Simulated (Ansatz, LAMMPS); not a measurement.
# What went wrong? glassy 68SiO2-14MgO-11ZnO-7BaO (mol %) (75 atoms)

Program: Ansatz 0.2.0. The cell: 19 Si, 4 Mg, 3 Zn, 2 Ba and 47 O.

Input file input.yaml:

```yaml
crystal:
  lattice:
    - [9.6995, 0.0, 0.0]
    - [0.0, 9.6995, 0.0]
    - [0.0, 0.0, 9.6995]
  atoms:
    - { symbol: Si, position: [0.00066, 0.84031, 0.81642] }
    - { symbol: Si, position: [0.11002, 0.02023, 0.49921] }
    - { symbol: Si, position: [0.15396, 0.3427, 0.5433] }
    - { symbol: Si, position: [0.70722, 0.79711, 0.94615] }
    - { symbol: Si, position: [0.7206, 0.198, 0.92536] }
    - { symbol: Si, position: [0.18407, 0.65797, 0.29664] }
    - { symbol: Si, position: [0.95322, 0.54846, 0.69765] }
    - { symbol: Si, position: [0.88578, 0.03778, 0.15358] }
    - { symbol: Si, position: [0.53737, 0.3076, 0.13526] }
    - { symbol: Si, position: [0.18624, 0.96254, 0.18516] }
    - { symbol: Si, position: [0.88486, 0.57364, 0.27276] }
    - { symbol: Si, position: [0.51912, 0.63177, 0.10881] }
    - { symbol: Si, position: [0.36134, 0.49885, 0.73995] }
    - { symbol: Si, position: [0.64266, 0.59956, 0.69549] }
    - { symbol: Si, position: [0.80458, 0.26852, 0.34088] }
    - { symbol: Si, position: [0.30384, 0.7735, 0.56492] }
    - { symbol: Si, position: [0.59059, 0.60433, 0.3971] }
    - { symbol: Si, position: [0.51288, 0.99646, 0.59686] }
    [... 51 atom lines left out ...]
    - { symbol: O, position: [0.03729, 0.98575, 0.12548] }
    - { symbol: O, position: [0.53476, 0.46886, 0.111] }
    - { symbol: O, position: [0.30033, 0.00653, 0.0795] }
    - { symbol: O, position: [0.54779, 0.44785, 0.42341] }
    - { symbol: O, position: [0.502, 0.67051, 0.27431] }
    - { symbol: O, position: [0.79169, 0.93097, 0.23491] }
kpoints:
  mp_grid: { grid: [1, 1, 1] }
hamiltonian:
  xc: pbe
scf:
  occupations: { method: fixed }
  eigensolver: { kind: { support_functions: { accuracy: medium, radius: 3.04 } } }
  max_iter: 150
output:
  forces: true
  eigenvalues: true
```

Command:

```sh
> ansatz run input.yaml --threads 4 --pin off --max-ram 8192MiB --backend cpu --events-out ev --progress --plain --runs-dir out
```

The program printed:

```text
Warning: scf.eigensolver.kind.support_functions: disabling space-group detection — the functions' gradient is summed over unrotated k-points, so no spatial operation reduces the k-mesh or symmetrises the density; time reversal is kept, so that k and −k are solved as one point where they differ and the mesh holds both, and exact exchange and, on two spinor components, a DFT+U term hold to it where the run has them: [...]
Warning: basis.ecutwfc = 464 eV, auto-derived: no grid that the accuracy of the support functions lays serves the files at the lower one that their records recommend; a deck with other species or settings can derive another value
settings of this run that can trade accuracy for cost: scf.eigensolver.kind.support_functions [...]
Engine: ansatz 0.2.0, x86_64-unknown-linux-gnu
Pseudopotentials: kind: paw
Pseudopotential: Si, paw, valence charge 4, recommended cutoff 420 eV (normal), Si.paw.azcp
Pseudopotential: Mg, paw, valence charge 10, recommended cutoff 420 eV (normal), Mg.paw.azcp
Pseudopotential: Zn, paw, valence charge 12, recommended cutoff 420 eV (normal), Zn.paw.azcp
Pseudopotential: Ba, paw, valence charge 10, recommended cutoff 420 eV (normal), Ba.paw.azcp
Pseudopotential: O, paw, valence charge 6, recommended cutoff 420 eV (normal), O.paw.azcp
[... 5 lines on functional and potentials left out ...]
Error: SCF: the radius of support functions is under 3.40 Å, the least for these sites at the functions' level (scf.eigensolver.kind.support_functions.accuracy). Use scf.eigensolver.kind: auto, or type scf.eigensolver.kind.support_functions.radius at least as long, [...]
```

The job ended after 18 s (4 threads of AMD EPYC 7R43, shared host; peak memory 0.36 GiB).

Q: Name the fault and the fix.

A radius under the least that the level allows: support_functions.radius = 3.04.

The fix is to use a longer radius.

The run ended with an error.

[Logs are printed without paths, hosts, clocks, repeated set-up lines and the standing remarks that a program may print on its own settings, such as how far it seeks lower states.]

[Hosts, paths, dates, database ids (printed as entryN), source tags and the programs' standing remarks are cut or masked in the printed files.]
